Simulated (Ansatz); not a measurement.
# GeH6CI3N (CH3NH3GeI3): band gap by G0W0 on PBEsol

Wanted: the gap of GeH6CI3N (CH3NH3GeI3) with a many-body correction, and the time that it takes.

Method: PBEsol, then G0W0 on it, plane waves, PAW, in Ansatz 0.2.0.

Most raw output is cut from this account.

The structure was built from a prototype and need not be the compound's stable phase.

### Step 1. The starting structure

The cell holds 12 atoms: 1 C, 1 N, 6 H, 1 Ge and 3 I. Cell: a = 6.089 Å, b = 6.089 Å, c = 6.089 Å, α = 90.0°, β = 90.0°, γ = 90.0°. It derives from C1Ge1H6I3N1.

The start is a generated structure, not a measured one. Spin-orbit coupling is left out unless a step names it.

The logs state that the PAW files were generated under PBE.

### Step 2. Relaxing the structure

The structure is relaxed first.

This step: DFT, PBEsol-D3(BJ), plane waves, PAW; PAW set soft_1.

input.yaml

```yaml
crystal:
  lattice:
    - [6.08915, 0.0, 0.0]
    - [0.0, 6.08915, 0.0]
    - [0.0, 0.0, 6.08915]
  atoms:
    - { symbol: C, position: [0.8780953749, 0.99024763, 0.9963428612] }
    - { symbol: "N", position: [0.1219046251, 0.00975237, 0.0036571388] }
    - { symbol: H, position: [0.8331499926, 0.817987115, 0.975985194] }
    - { symbol: H, position: [0.1869890934, 0.9507564522, 0.8595125128] }
    - { symbol: H, position: [0.8152615791, 0.085711836, 0.8583330554] }
    - { symbol: H, position: [0.1643906942, 0.171991001, 0.0228336884] }
    - { symbol: H, position: [0.8091537543, 0.0529062751, 0.1494087104] }
    - { symbol: H, position: [0.1812370643, 0.9198618949, 0.1336323044] }
    - { symbol: Ge, position: [0.5, 0.5, 0.5] }
    - { symbol: I, position: [0.5, 0.5, 0.0] }
    - { symbol: I, position: [0.5, 0.0, 0.5] }
    - { symbol: I, position: [0.0, 0.5, 0.5] }
kpoints:
  mp_grid: { grid: [4, 4, 4] }
hamiltonian:
  xc: pbesol
  dispersion: d3bj
  pseudopotentials: { kind: paw, azcp: { folder: soft_1 }, xc_functional: pbe }
scf:
  occupations: { method: fermi_dirac, width: 0.02 }
relax:
  f_tol: 0.02
  max_steps: 100
  cell: {}
output:
  write_density: true
  write_potential: true
  elf: true
  volumetric_format: npy
```

On the command line:

```bash
$ ansatz run input.yaml --threads 2 --pin off --max-ram 92160MiB --backend cuda --events-out ev --progress --plain --runs-dir out --devices 1 --max-vram 13GiB
```

Wall time 3.2 min (1 × NVIDIA H100 80GB HBM3 (shared by 6 runs) with 2 threads of AMD EPYC 7R13 (Zen 3), shared host); peak memory 1 GiB.

Step by step (22 of 42):

```
step  energy less that of the first step (eV)  largest force component (eV/Å)  pressure (GPa)  volume (Å³)
   1                                   0.0000                          1.2095           -1.59       225.77
   3                                  -0.2925                          0.5516            0.24       202.72
   5                                  -0.2569                          1.2884            0.74       203.47
   7                                  -0.3660                          0.3431           -0.05       206.64
   9                                  -0.3857                          0.2929           -0.24       208.15
  11                                  -0.3891                          0.6287            0.63       202.17
  13                                  -0.4103                          0.2527           -0.19       205.21
  15                                  -0.4202                          0.2785           -0.27       205.14
  17                                  -0.4292                          0.0728           -0.04       205.74
  19                                  -0.4319                          0.0288           -0.01       204.99
  21                                  -0.4327                          0.1476           -0.19       204.67
  22                                  -0.4336                          0.0122            0.01       204.83
  24                                  -0.4341                          0.0126           -0.02       204.81
  26                                  -0.4346                          0.0508           -0.08       204.62
  28                                  -0.4349                          0.0200           -0.01       204.67
  30                                  -0.4352                          0.0128           -0.02       204.53
  32                                  -0.4281                          0.0232           -0.03       203.98
  34                                  -0.4288                          0.0452            0.02       203.52
  36                                  -0.4272                          0.1650           -0.28       203.96
  38                                  -0.4300                          0.0361           -0.03       203.77
  40                                  -0.4304                          0.0153           -0.02       203.66
 42*                                  -0.4300                          0.0153           -0.02       203.74
```

Relaxation steps marked * repeat the geometry before them on a plane-wave basis chosen anew for their cell, so energy and pressure can jump there. Other such steps can lie between the rows shown. Relaxation steps 5, 11, 21, 23, 36 were tried and not accepted.

```csv
cell as run,before,after,change
a (Å),6.089,5.871,-3.6 %
b (Å),6.089,5.949,-2.3 %
c (Å),6.089,5.866,-3.7 %
α (°),90.00,88.20,-2.0 %
β (°),90.00,88.75,-1.4 %
γ (°),90.00,84.37,-6.3 %
volume (Å³/atom),18.81,16.98,-9.8 %
```

The atoms that moved most (Å, as changes of fractional coordinates times the final cell):

| atom | dx | dy | dz | length |
| --- | --- | --- | --- | --- |
| H3 | 1.176 | -0.327 | -0.024 | 1.221 |
| H6 | -1.064 | 0.422 | 0.008 | 1.145 |
| H4 | 0.036 | 0.950 | 0.056 | 0.952 |
| H8 | 0.033 | 0.907 | 0.124 | 0.916 |
| H7 | -0.012 | -0.866 | -0.095 | 0.872 |
| H5 | 0.023 | -0.823 | -0.178 | 0.842 |
| N2 | -0.241 | 0.510 | 0.034 | 0.565 |
| C1 | 0.271 | -0.443 | -0.073 | 0.524 |

The relaxed structure:

```cif
data_structure
_symmetry_space_group_name_H-M 'P 1'
_symmetry_Int_Tables_number 1
_cell_length_a 5.8705
_cell_length_b 5.9492
_cell_length_c 5.8659
_cell_angle_alpha 88.198
_cell_angle_beta 88.749
_cell_angle_gamma 84.373
_cell_volume 203.74
loop_
_atom_site_label
_atom_site_type_symbol
_atom_site_fract_x
_atom_site_fract_y
_atom_site_fract_z
_atom_site_occupancy
C1 C 0.92821 0.91340 0.98462 1
N2 N 0.07645 0.09765 0.00856 1
H3 H 0.03699 0.75312 0.97069 1
H4 H 0.18522 0.11057 0.86657 1
H5 H 0.82639 0.94709 0.83010 1
H6 H 0.97894 0.25206 0.02493 1
H7 H 0.81449 0.90705 0.13549 1
H8 H 0.17906 0.07239 0.15237 1
Ge9 Ge 0.51869 0.51642 0.53079 1
I10 I 0.51495 0.46985 0.00102 1
I11 I 0.44592 0.98317 0.50193 1
I12 I 0.98488 0.47643 0.49263 1
```

The program's warnings for this run: band table not solved further.

### Step 3. Bands along the symmetry lines

Levels along a band path and on the mesh show where this functional puts the band edges.

This step: DFT, PBEsol, plane waves, PAW; PAW set soft_1.

input.yaml

```yaml
crystal:
  lattice:
    - [5.8630711863, 0.2896105377, 0.0618450382]
    - [0.2896105377, 5.9414246786, 0.091408338]
    - [0.0618450382, 0.091408338, 5.8648889541]
  atoms:
    - { symbol: C, position: [0.9282061927, 0.9134021167, 0.9846224898] }
    - { symbol: "N", position: [0.0764546859, 0.097646897, 0.0085587277] }
    - { symbol: H, position: [1.0369851614, 0.7531233599, 0.9706938083] }
    - { symbol: H, position: [0.1852165616, 1.1105705405, 0.8665654291] }
    - { symbol: H, position: [0.8263853188, -0.0529096915, 0.8300969694] }
    - { symbol: H, position: [-0.0210627329, 0.2520612321, 0.0249310054] }
    - { symbol: H, position: [0.8144927943, -0.0929478115, 0.1354900582] }
    - { symbol: H, position: [0.1790586382, 1.0723934485, 0.1523746068] }
    - { symbol: Ge, position: [0.518690855, 0.5164188802, 0.5307891582] }
    - { symbol: I, position: [0.5149504902, 0.4698515314, 0.0010197888] }
    - { symbol: I, position: [0.4459210691, -0.0168305148, 0.5019309052] }
    - { symbol: I, position: [-0.0151168563, 0.4764345857, 0.4926325186] }
kpoints:
  mp_grid: { grid: [4, 4, 4] }
  band_path:
    path:
      - [[0.0, 0.0, 0.0], [0.5, 0.0, 0.0], [0.5, 0.5, 0.0], [0.0, 0.0, 0.0], [0.5, 0.5, 0.5], [0.5, 0.0, 0.0]]
      - [[0.5, 0.5, 0.0], [0.5, 0.5, 0.5]]
    npoints: 10
hamiltonian:
  xc: pbesol
  pseudopotentials: { kind: paw, azcp: { folder: soft_1 }, xc_functional: pbe }
scf:
  occupations: { method: fermi_dirac, width: 0.02 }
  n_extra_bands: 8
output:
  eigenvalues: true
  forces: true
  stress: true
  write_density: true
  write_potential: true
  elf: true
  volumetric_format: npy
```

It took 12 s on 1 × NVIDIA H100 80GB HBM3 (shared by 6 runs) with 2 threads; peak memory 1.1 GiB.

Numbers from this step:

- pressure: 1.093 GPa
- filled bands: 40
- gap: 0.8422 eV
- valence top at: R
- conduction bottom at: k = (0.500, 0.500, 0.450)
- least direct gap: 0.8685 eV

Over mesh and path the gap is 0.842 eV, from k = (0.500, 0.500, 0.500) to k = (0.500, 0.500, 0.450). The least direct gap found is 0.869 eV, at k = (0.500, 0.500, 0.500). On the 4×4×4 mesh alone the same run gives 0.869 eV, so that mesh misses an edge of PBEsol: 0.869 − 0.842 = +0.027 eV.

Electronic bands along the path, in eV, zero at the top of the highest nominally filled band:

```
    point  band 37  band 38  band 39  band 40  band 41  band 42  band 43  band 44
        Γ    -1.72    -1.68    -1.57    -1.33     3.03     3.45     3.97     4.09
  halfway    -1.83    -1.71    -1.62    -1.52     3.23     3.62     3.78     4.25
        X    -2.08    -1.79    -1.62    -0.97     1.68     3.82     3.95     4.61
  halfway    -1.96    -1.77    -1.41    -0.83     1.51     3.04     4.25     4.40
        M    -2.09    -1.98    -0.95    -0.53     1.24     1.60     4.50     4.59
  halfway    -1.86    -1.75    -1.47    -1.17     2.82     3.26     3.64     4.23
        Γ    -1.72    -1.68    -1.57    -1.33     3.03     3.45     3.97     4.09
  halfway    -1.87    -1.47    -1.32    -1.18     2.68     2.96     3.32     3.93
        R    -1.26    -1.02    -1.01     0.00     0.87     0.96     1.21     3.77
  halfway    -1.63    -1.42    -1.38    -0.78     1.38     2.83     3.13     4.27
        X    -2.08    -1.79    -1.62    -0.97     1.68     3.82     3.95     4.61
jump to M    -2.09    -1.98    -0.95    -0.53     1.24     1.60     4.50     4.59
  halfway    -1.59    -1.41    -0.98    -0.44     1.06     1.42     3.07     4.09
        R    -1.26    -1.02    -1.01     0.00     0.87     0.96     1.21     3.77
```

Valence density in the ab plane at fractional z = 0.001, with atoms of C and N and H and I within 0.2 Å of it. It is the smooth field of the valence electrons, not physical close to the nuclei.

Ten steps, logarithmic in the rise over the least value, from '0' (0 e/Å³) to '9' (14 e/Å³), each cell a mean:
```
5431000000013455
5310000000012455
5310000000001345
5420000000000124
3310011221100012
1100112333210000
0000124675321000
0000135998531000
0000136999631000
0000124787531000
2100013454321012
4321011222210024
6542100111100024
6764100000000024
6764200000001124
6653100000002345
```
Columns run along a (5.9 Å), rows up along b (5.9 Å). Atoms in or near the plane, at fractional coordinates: C at (0.93, 0.91), N at (0.08, 0.10), H at (0.04, 0.75), H at (0.98, 0.25), I at (0.51, 0.47).

ELF in the ab plane at fractional z = 0.001, with atoms of C and N and H and I within 0.2 Å of it. It is the smooth field of the valence electrons, not physical close to the nuclei.

Values, 16 rows by 16 columns, each cell a mean:
```
0.68 0.61 0.40 0.25 0.11 0.02 0.00 0.00 0.00 0.01 0.07 0.33 0.63 0.70 0.31 0.22
0.63 0.54 0.20 0.05 0.02 0.01 0.01 0.01 0.01 0.01 0.05 0.27 0.58 0.65 0.28 0.20
0.94 0.89 0.55 0.10 0.01 0.03 0.10 0.16 0.14 0.06 0.02 0.10 0.34 0.49 0.52 0.77
0.99 0.99 0.80 0.17 0.05 0.21 0.46 0.56 0.54 0.39 0.14 0.04 0.09 0.24 0.55 0.92
0.99 0.98 0.63 0.10 0.16 0.54 0.74 0.78 0.78 0.74 0.56 0.22 0.04 0.06 0.36 0.87
0.76 0.65 0.21 0.09 0.40 0.74 0.77 0.71 0.69 0.74 0.77 0.62 0.23 0.03 0.08 0.45
0.12 0.09 0.04 0.21 0.64 0.77 0.65 0.46 0.40 0.51 0.70 0.77 0.55 0.14 0.02 0.04
0.01 0.01 0.06 0.37 0.74 0.74 0.51 0.27 0.31 0.29 0.54 0.75 0.71 0.33 0.04 0.01
0.01 0.01 0.06 0.38 0.75 0.75 0.50 0.26 0.46 0.27 0.48 0.74 0.73 0.36 0.06 0.02
0.23 0.07 0.03 0.19 0.64 0.79 0.65 0.39 0.29 0.35 0.58 0.77 0.68 0.24 0.08 0.21
0.84 0.45 0.09 0.05 0.31 0.71 0.78 0.67 0.58 0.62 0.74 0.78 0.51 0.12 0.32 0.82
0.98 0.77 0.32 0.09 0.07 0.34 0.70 0.79 0.78 0.78 0.79 0.66 0.26 0.10 0.63 0.98
0.95 0.78 0.57 0.34 0.10 0.07 0.31 0.60 0.70 0.68 0.55 0.29 0.06 0.08 0.56 0.94
0.68 0.35 0.58 0.62 0.29 0.05 0.05 0.18 0.30 0.26 0.12 0.04 0.03 0.06 0.31 0.74
0.59 0.16 0.52 0.70 0.41 0.09 0.01 0.02 0.03 0.03 0.02 0.06 0.15 0.22 0.34 0.70
0.89 0.68 0.64 0.59 0.32 0.07 0.01 0.00 0.01 0.01 0.04 0.21 0.47 0.56 0.49 0.73
```
Columns run along a (5.9 Å), rows up along b (5.9 Å). Atoms in or near the plane, at fractional coordinates: C at (0.93, 0.91), N at (0.08, 0.10), H at (0.04, 0.75), H at (0.98, 0.25), I at (0.51, 0.47).

### Step 4. The quasiparticle correction

G0W0 replaces the xc potential by a self-energy built once from the orbitals of the start. Levels are corrected in the window of bands that the input names, at points of the mesh.

This step: G0W0 on PBEsol, plane waves, PAW; PAW set soft_1.

Changes to input.yaml since step 3:

```diff
@@ -20,7 +20,2 @@
   mp_grid: { grid: [4, 4, 4] }
-  band_path:
-    path:
-      - [[0.0, 0.0, 0.0], [0.5, 0.0, 0.0], [0.5, 0.5, 0.0], [0.0, 0.0, 0.0], [0.5, 0.5, 0.5], [0.5, 0.0, 0.0]]
-      - [[0.5, 0.5, 0.0], [0.5, 0.5, 0.5]]
-    npoints: 10
 hamiltonian:
@@ -29,11 +24,8 @@
 scf:
-  occupations: { method: fermi_dirac, width: 0.02 }
-  n_extra_bands: 8
-output:
-  eigenvalues: true
-  forces: true
-  stress: true
-  write_density: true
-  write_potential: true
-  elf: true
-  volumetric_format: npy
+  occupations: { method: fixed }
+gw:
+  n_empty_bands: 685
+  ecut_chi: 130.0
+  qp_bands: [v4, c4]
+  qp_kpoints: band_edges
+  screening: { model: contour_deformation }
```

Wall time 4.7 min (1 × NVIDIA H100 80GB HBM3 (shared by 6 runs) with 2 threads); peak memory 5.8 GiB; 6.9 min of CPU time.

Numbers from this step:

```
bands summed                                    : 725
RPA ε∞ on this mesh (eigenvalues)               : 9.005, 11.85, 13.90
plane waves in the screening matrix             : 689
q-points in the mesh                            : 64
G0W0 gap over the corrected points              : 1.277 eV
k of the valence top                            : -0.5, -0.5, -0.5
k of the conduction bottom                      : -0.5, -0.5, -0.5
starting gap on the mesh                        : 0.8685 eV
Z at the valence top                            : 0.7539
Z at the conduction bottom                      : 0.7518
least direct G0W0 gap over the corrected points : 1.277 eV
```

Over 15 of 36 irreducible mesh points the G0W0 gap is 1.277 eV, direct, at k = (-0.500, -0.500, -0.500). The PBEsol gap of this run on the mesh is 0.869 eV. The two states that bound the G0W0 gap lie that far apart at the start, so the correction of the gap is 1.277 − 0.869 = +0.408 eV.

Labels follow the order of the start: v1 is the top filled band, c1 the lowest empty one; levels that stay degenerate share a row, the window can cut a multiplet, doubted levels are not marked in this list, bands outside the window were not corrected, and the list may be a part of the corrected levels. Levels before and after the correction, in eV, zero at the valence-band top of each column:

```
           conduction bottom  valence top
Kohn-Sham               0.87         0.00
     G0W0               1.28         0.00
```

|  | level | occupation | energy (eV) |
| --- | --- | --- | --- |
| Kohn-Sham | (-0.5 -0.5 -0.5) v4 | 2 | -1.264 |
| Kohn-Sham | (-0.5 -0.5 -0.5) v3 | 2 | -1.024 |
| Kohn-Sham | (-0.5 -0.5 -0.5) v2 | 2 | -1.005 |
| Kohn-Sham | (-0.5 -0.5 -0.5) v1 | 2 | 0.000 |
| Kohn-Sham | (-0.5 -0.5 -0.5) c1 | 0 | 0.869 |
| Kohn-Sham | (-0.5 -0.5 -0.5) c2 | 0 | 0.961 |
| Kohn-Sham | (-0.5 -0.5 -0.5) c3 | 0 | 1.212 |
| Kohn-Sham | (-0.5 -0.5 -0.5) c4 | 0 | 3.774 |
| G0W0 | (-0.5 -0.5 -0.5) v4 | 2 | -1.759 |
| G0W0 | (-0.5 -0.5 -0.5) v3 | 2 | -1.500 |
| G0W0 | (-0.5 -0.5 -0.5) v2 | 2 | -1.494 |
| G0W0 | (-0.5 -0.5 -0.5) v1 | 2 | 0.000 |
| G0W0 | (-0.5 -0.5 -0.5) c1 | 0 | 1.277 |
| G0W0 | (-0.5 -0.5 -0.5) c2 | 0 | 1.459 |
| G0W0 | (-0.5 -0.5 -0.5) c3 | 0 | 1.714 |
| G0W0 | (-0.5 -0.5 -0.5) c4 | 0 | 4.503 |

The parts of the quasiparticle energy for the two states that bound the G0W0 gap, in eV on the run's own scale (QP = start + Σx + Σc − Vxc, with Σc at the quasiparticle energy):

```csv
edge,k,band,start,Σx,Σc,Vxc,Z,QP
valence top,"(-0.500, -0.500, -0.500)",40,4.990,−15.661,0.046,−15.313,0.754,4.688
conduction bottom,"(-0.500, -0.500, -0.500)",41,5.858,−9.416,−3.158,−12.680,0.752,5.965
```

(Part 1 of 2 ends here.)

[Paths, hosts, dates, memory and timing lines, banners, echoed tables and standing remarks are left out of the program output.]

[Logs are printed without paths, hosts, clocks, repeated set-up lines and the standing remarks that a program may print on its own settings, such as how far it seeks lower states.]

[Runs of the session that timed out or met a known fault of the program may be left out.]

[Cells called generated may have been cut or substituted from an entry of the Crystallography Open Database or the Materials Project.]

[Hosts, paths, dates, database ids (printed as entryN), source tags and the programs' standing remarks are cut or masked in the printed files.]

[Where an RPA ε∞ is given, it is that of the G0W0 mesh and is not shown converged in it. Names of k-points follow the symmetry that the program found, which can be lower than the space group named. Band edges on a path are those of the sampled points; other points can move an edge, and change direct to indirect where valleys lie close.]

[Hybrid gaps are those of their k-mesh and are not shown converged in it.]
